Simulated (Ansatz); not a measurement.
An input for Ansatz 0.2.0 (Ga2O3 (R-3c)):

```yaml
crystal:
  lattice:
    - [2.4986991939, 1.4426246522, 4.4835497685]
    - [-2.4986991939, 1.4426246522, 4.4835497685]
    - [0.0, -2.8852493044, 4.4835497685]
  atoms:
    - { symbol: Ga, position: [0.85558558, 0.85558558, 0.85558558] }
    - { symbol: Ga, position: [0.64441442, 0.64441442, 0.64441442] }
    - { symbol: Ga, position: [0.14441442, 0.14441442, 0.14441442] }
    - { symbol: Ga, position: [0.35558558, 0.35558558, 0.35558558] }
    - { symbol: O, position: [0.75, 0.44683282, 0.05316718] }
    - { symbol: O, position: [0.44683282, 0.05316718, 0.75] }
    - { symbol: O, position: [0.05316718, 0.75, 0.44683282] }
    - { symbol: O, position: [0.25, 0.55316718, 0.94683282] }
    - { symbol: O, position: [0.94683282, 0.25, 0.55316718] }
    - { symbol: O, position: [0.55316718, 0.94683282, 0.25] }
kpoints:
  mp_grid: { grid: [4, 4, 4] }
hamiltonian:
  xc: pbe
  pseudopotentials: { kind: paw, source: ansatz }
scf:
  occupations: { method: fixed }
gw:
  n_empty_bands: 1631
  ecut_chi: 380
  qp_bands: [v3, c3]
  qp_kpoints: band_edges
  screening: { model: contour_deformation }
```

```sh
ansatz run input.yaml --threads 3 --pin off --max-ram 92160MiB --backend cuda --events-out ev --progress --plain --runs-dir out --devices 1 --max-vram 13GiB  # rebuilt from the run's record
```

Question: Estimate wall time and host memory on 1 × NVIDIA H100 80GB HBM3 (shared by 6 runs) with 3 threads of AMD EPYC 7R13 (Zen 3), shared host.

It took 4.3 min; on shared hardware allow 2.2 min to 8.7 min. Peak host memory was 10 GiB. The sizes that set the cost: 7163 plane waves a state, 13 irreducible k points, 1691 bands summed, 1593 plane waves in the screening and 9 SCF cycles.

The screening grows as filled bands × empty bands × pairs of k points, times the square of the screening basis for the matrix.

[Paths, hosts, dates, memory and timing lines, banners, echoed tables and standing remarks are left out of the program output.]

[Logs are printed without paths, hosts, clocks, repeated set-up lines and the standing remarks that a program may print on its own settings, such as how far it seeks lower states.]

[Runs of the session that timed out or met a known fault of the program may be left out.]

[Cells called generated may have been cut or substituted from an entry of the Crystallography Open Database or the Materials Project.]

[Hosts, paths, dates, database ids (printed as entryN), source tags and the programs' standing remarks are cut or masked in the printed files.]
